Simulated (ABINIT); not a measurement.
Planning a run of ABINIT 10.8.3 on Ca2H6Os (Fm-3m). The input:

```
acell 3*1.0 Angstrom
rprim 
  -0.000000000000 3.614821300000 3.614821300000
  3.614821300000 -0.000000000000 3.614821300000
  3.614821300000 3.614821300000 -0.000000000000
ntypat 3
znucl 20 1 76
natom 9
typat 1 1 2 2 2 2 2 2 3
xred 
  0.250000000000 0.250000000000 0.250000000000
  0.750000000000 0.750000000000 0.750000000000
  0.762819760000 0.237180240000 0.237180240000
  0.237180240000 0.762819760000 0.762819760000
  0.237180240000 0.762819760000 0.237180240000
  0.762819760000 0.237180240000 0.762819760000
  0.237180240000 0.237180240000 0.762819760000
  0.762819760000 0.762819760000 0.237180240000
  0.000000000000 0.000000000000 0.000000000000
pp_dirpath "pseudos"
pseudos "Ca.upf, H.upf, Os.upf"
ecut 33
ngkpt 6 6 6
nshiftk 1
shiftk 0 0 0
kptopt 1
chksymbreak 0
nband 29
occopt 1
tolvrs 1e-10
nstep 60
prtwf 0
optforces 0
optstress 0
indata_prefix "in"
outdata_prefix "out"
tmpdata_prefix "tmp"
```

```sh
OMP_NUM_THREADS=1 mpirun -n 4 abinit run.abi > log
```

Q: How long will it take on 4 MPI ranks of Arm Neoverse V1, shared host, and how much memory?

It took 41 s; on shared hardware allow 20 s to 81 s. Peak host memory was 0.43 GiB.

[Paths, hosts, dates, memory and timing lines, banners, echoed tables and standing remarks are left out of the program output.]

[Logs are printed without paths, hosts, clocks, repeated set-up lines and the standing remarks that a program may print on its own settings, such as how far it seeks lower states.]

[Runs of the session that timed out or met a known fault of the program may be left out.]

[Hosts, paths, dates, database ids (printed as entryN), source tags and the programs' standing remarks are cut or masked in the printed files.]

[G0W0 gaps are taken among the corrected bands and points alone; a level outside them can change the order at an edge.]

[Where Ansatz stands beside ABINIT at settings called matched, ABINIT's density can come from a denser mesh and the files from another edition; pairs whose starting gaps differed by over 0.03 eV were left out, so agreement reads better than it is.]
